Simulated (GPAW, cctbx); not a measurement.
# How far are the atoms of FePd4Au from free atoms?

Question: by how much does bonding change the X-ray structure factors of FePd4Au, how firmly does DFT give the change, and what does a routine refinement make of it?

The cell comes from substitution in a known structure type and wasn't matched to any measured phase. All numbers below are calculated.

## 1. Relax the structure

The density hangs on the geometry, so cell and atoms are relaxed first, with the symmetry held. The cutoff is set higher than for the density because stress converges slowly with plane waves.

Settings: GPAW 26.7.0, PBE, 570 eV, 5×5×5 k-points, Fermi–Dirac width 0.1 eV, spin-polarised, BFGS to 0.03 eV/Å.

```text
cell
1.0
     0.000000000    3.485000000    3.485000000
     3.485000000    0.000000000    3.485000000
     3.485000000    3.485000000    0.000000000
Au Pd Fe
1 4 1
Direct
0.500000000 0.500000000 0.500000000
0.871600000 0.385200000 0.871600000
0.871600000 0.871600000 0.871600000
0.385200000 0.871600000 0.871600000
0.871600000 0.871600000 0.385200000
0.250000000 0.250000000 0.250000000
```

```console
$ OMP_NUM_THREADS=1 mpirun -n 4 gpaw python run.py > gpaw.log
```

```text
BFGS:    0      -24.927608        3.482453
BFGS:    1      -25.579760        2.476737
BFGS:    2      -25.942160        1.851574
BFGS:    3      -26.462063        0.624648
BFGS:    4      -26.512955        0.265779
BFGS:    5      -26.516425        0.090102
BFGS:    6      -26.516729        0.019615
cell  5.1932 5.1932 5.1932  60.00 60.00 60.00
volume 99.037 A^3, largest force 0.011 eV/A, largest stress 0.08 GPa
```

The cell moved far, while the k-mesh and basis were chosen for the start, so the final shape may be somewhat biased.

After 6 steps the volume has changed by +17.0 % and the energy by -1.589 eV; the largest stress left is 0.08 GPa. It took 3.7 min on 4 cores of Arm Neoverse V1 (shared host), peak memory 1.2 GiB.

Relaxed structure: F-43m (no. 216), a = 7.3443 Å, b = 7.3443 Å, c = 7.3443 Å, α = 90.00°, β = 90.00°, γ = 90.00°.

| atom | mult. | x | y | z |
| --- | --- | --- | --- | --- |
| Au1 | 4 | 1/2 | 0 | 0 |
| Pd1 | 16 | 0.1249 | 0.8751 | 0.8751 |
| Fe1 | 4 | 1/4 | 1/4 | 3/4 |

## 2. Density and charge transfer

X-rays see the whole electron density, so the PAW density is rebuilt with its core regions. Subtracting spherical free atoms from the same code cancels the cores and leaves the deformation density Δρ, the part due to bonding.

Settings: PBE, 450 eV, 6×6×6 k-points, Fermi–Dirac width 0.1 eV, spin-polarised; primitive cell of 6 atoms.

```console
$ OMP_NUM_THREADS=1 mpirun -n 4 gpaw python run.py > gpaw.log
```

```text
|iter:   1|       0s |  -41.715115 | +0.26 |       |  +3.0017|
|iter:   2|       3s |  -29.201086 | -0.86 | -0.69 |  +2.8636|
|iter:   3|       6s |  -28.070732 | -1.75 | -1.04 |  +2.8877|
...
|iter:  15|      40s |  -26.403394c| -6.95 | -4.56c|  +3.6545|
|iter:  16|      43s |  -26.403410c| -7.24 | -4.47c|  +3.6543|
|iter:  17|      45s |  -26.403422c| -7.68c| -4.76c|  +3.6540|
```

```text
grid (54, 54, 54)  electrons 289.000  moved by bonding 2.005 e
deformation density beyond 0.5 A of the nuclei: max 0.080, min -0.334 e/A^3
atom        x       y       z   Voronoi charge  moment
Au1    0.5000  0.5000  0.5000     -0.066       0.00
Pd2    0.6253  0.1249  0.1249      0.043       0.08
Pd3    0.1249  0.6253  0.1249      0.043       0.08
Pd4    0.1249  0.1249  0.6253      0.043       0.08
Pd5    0.1249  0.1249  0.1249      0.043       0.08
Fe6    0.7500  0.7500  0.7500     -0.104       3.27
mean inner potential of superposed free atoms 23.823 V
total magnetic moment 3.654 muB
```

Deformation density in a plane through the shortest contact of the Pd atom at the origin, in 0.01 e/Å³ (clipped at ±99); x from -1.6 to 4.2 Å, y from 2.4 down to -2.4 Å:

```text
  1   1   2   3   3  -4 -14   .   . -14  -4   3   3   2   1   1
  2   1   2   3   3  -3 -19   .   . -18  -3   3   3   2   1   2
  2   2   3   3   4   2  -9 -17 -17 -10   2   4   3   3   2   2
  3   3   3   2   2   5   5   2   2   5   5   2   3   3   3   3
  3   4   1  -5 -12  -9   2   7   7   2  -9 -12  -6   1   4   3
  0   5  -7 -15   . -22  -8   5   5  -8 -21   . -16  -7   5   0
 -1   6 -11   .   .   . -18   3   3 -18   .   .   . -11   6  -1
  2   6  -4 -19   .  -8 -12   3   3 -11 -10   . -18  -4   6   2
  6   7   5  -6 -13  -7  -1   4   4  -1  -7 -13  -6   4   7   6
  3   1   5   6   3   2   3   3   3   3   2   3   6   5   1   3
-17 -16 -13   0   4   4   3   2   2   3   4   4   0 -13 -16 -17
  .   . -23  -7   3   3   2   1   1   2   3   2  -7 -21   .   .
  .   . -11  -7   2   3   2   1   1   2   3   2  -7 -13   .   .
```

Atoms in or within 0.15 Å of the plane: Pd (0.0, 0.0), Pd (-1.3, -2.2), Pd (1.3, 2.2), Pd (3.9, -2.2), Pd (2.6, 0.0) Å. Dots mark points within about 0.45 Å of a nucleus; large values next to them are atomic features.

Fe gains most (-0.10 e) and Pd loses most (+0.04 e), which isn't the order of electronegativity: valence and coordination count too, and Voronoi cells cut space at the midplane whatever the atoms' sizes. Along the shortest contact from the Pd atom at the map's origin, Pd–Pd at 2.59 Å, Δρ is +0.06 e/Å³ at the midpoint: little piles up between the atoms, as is usual in a metallic crystal, which this run finds. At the midpoints of other shortest contacts it is +0.03 (Pd–Fe, 3.04 Å) and +0.01 (Au–Fe, 3.18 Å) e/Å³. Point values carry grid noise of about 0.01 e/Å³. The cell's moment is 3.65 μB; the largest inside an atomic sphere is 3.27 μB. The run needed 17 iterations, 58 s.

## 3. From the density to structure factors

The Fourier components of Δρ, added to those of the free atoms, give the static X-ray structure factors; the Mott–Bethe relation turns them into the Fourier components V of the potential that fast electrons feel.

```text
static structure factors of the conventional cell: F in electrons, V (Mott-Bethe) in volts
   h  k  l      d  |F| table  |F| free   |F| DFT   change   |V| free  |V| DFT  change %
   1  1  1  4.2402   156.820   156.288   155.416   -0.871     2.102    2.368     12.6
   0  2  0  3.6721   201.440   201.176   200.665   -0.512     1.833    1.913      4.4
   0  2  2  2.5966   352.732   352.274   351.640   -0.634     5.284    5.333      0.9
   1  3  1  2.2144   539.951   539.325   537.014   -2.311     8.109    8.241      1.6
   2  2  2  2.1201   590.393   590.032   586.356   -3.676     9.223    9.417      2.1
   0  4  0  1.8361   211.748   212.224   209.969   -2.255     4.048    4.136      2.2
   1  3  3  1.6849   127.447   127.622   127.089   -0.533     1.454    1.479      1.7
   0  4  2  1.6422   169.318   169.366   168.943   -0.424     1.302    1.315      1.0
   2  4  2  1.4991   290.889   290.384   290.835    0.451     3.371    3.359     -0.3
   1  5  1  1.4134   446.653   446.534   446.780    0.246     5.465    5.458     -0.1
   3  3  3  1.4134   446.059   445.939   445.883   -0.056     5.460    5.461      0.0
   0  4  4  1.2983   712.194   712.530   713.555    1.025     8.649    8.629     -0.2
   1  5  3  1.2414   112.371   112.480   112.587    0.107     1.049    1.045     -0.4
   2  4  4  1.2241   154.318   154.305   154.337    0.032     1.016    1.016     -0.1
```

The largest X-ray change is -3.68 e on 222, 0.6 % of |F|. For electrons V goes as (Z − F)/g², so a change of F counts against Z − F, which is small at low angle and wherever the atoms' terms cancel: |V| of 111 moves by +12.6 % (2.10 to 2.37 V) against -0.6 % in |F|. The tabulated Hartree–Fock atoms differ from the free DFT atoms by up to 0.63 e, so the choice of reference atom matters too.

## 4. Which functional?

The same geometry is run with other functionals, to see whether the bonding signal is larger than the spread between approximations. Free atoms are LDA for LDA and PBE otherwise. Any other changed setting is in the row's label.

| run | ΔF 222 (e) | ΔF 131 (e) | ΔF 040 (e) | q(Fe) (e) | moved (e) | time |
| --- | --- | --- | --- | --- | --- | --- |
| PBE | -3.676 | -2.311 | -2.255 | -0.104 | 2.005 | 58 s |
| LDA | -3.773 | -2.365 | -2.338 | -0.111 | 2.001 | 55 s |
| revPBE | -3.590 | -2.245 | -2.215 | -0.094 | 1.975 | 61 s |

At the base's settings ΔF(222) spans -3.773 to -3.590 e, a spread of 5 % of the PBE value; over the three listed reflections the spread is at most 5 %, so sign and size hold across the functionals. Times are from shared hosts.

## 5. What a spherical-atom refinement makes of it

Routine crystallography fits spherical atoms. To see the bias, intensities are simulated from tabulated atoms plus the DFT change ΔF, so that bonding alone can misfit (3286 reflections of the full sphere, merged to the counts below, to 0.5 Å, 1 % proportional noise plus counting noise, assumed isotropic U as listed, Δρ smeared by the mean U) and refined with cctbx over different ranges.

| range | data | R1 | GooF | U Au1 (true 0.0055) | U Pd1 (true 0.0068) | U Fe1 (true 0.0084) | largest shift (Å) | Δρ max, min (e/Å³) |
| --- | --- | --- | --- | --- | --- | --- | --- | --- |
| all data | 202 | 0.0027 | 1.08 | 0.0055 | 0.0068 | 0.0084 | 0.0000 | 0.35, -0.26 |
| low resolution, d > 0.84 | 57 | 0.0026 | 1.12 | 0.0053 | 0.0066 | 0.0082 | 0.0001 | 0.20, -0.16 |
| high order, d < 0.75 | 134 | 0.0025 | 0.99 | 0.0055 | 0.0068 | 0.0084 | 0.0000 | 0.17, -0.13 |
| occupancies free, d > 0.7 | 89 | 0.0028 | 1.20 | 0.0055 | 0.0067 | 0.0085 | 0.0001 | 0.26, -0.18 |

With all data GooF is 1.08, so at this noise the bonding hardly shows; the top residual peak lies 1.73 Å from Pd and 1.73 Å from Pd. No U is off by more than 3 s.u. at low resolution. With Au1 held at 1 and the scale free, the other occupancies refine to Pd1 0.997(0.002) and Fe1 1.002(0.003), within three s.u. of full.

## 6. Answer

Bonding moves 2.00 e in the primitive cell of FePd4Au and changes the structure factors of the conventional cell in the table above by at most 3.68 e (222, 0.6 %), and among reflections above 2 % of the strongest by up to 1.1 % (040). The shortest bond, Pd–Pd, has Δρ = +0.06 e/Å³ at its midpoint, with no localised bond charge. At the base's settings ΔF(222) spans -3.773 to -3.590 e, a spread of 5 % of the PBE value; over the three listed reflections the spread is at most 5 %, so sign and size hold across the functionals. With all data GooF is 1.08, so at this noise the bonding hardly shows. Limits: static density, frozen cores, no spin–orbit coupling; a ferromagnetic start is the only order tried, and the real ground state may be antiferromagnetic or insulating.

[Outputs are excerpts: Python notices, other lines and further rows are left out; steps that failed or that the build refused (PBEsol, TPSS) are not shown.]

[Logs are printed without paths, hosts, clocks, repeated set-up lines and the standing remarks that a program may print on its own settings, such as how far it seeks lower states.]
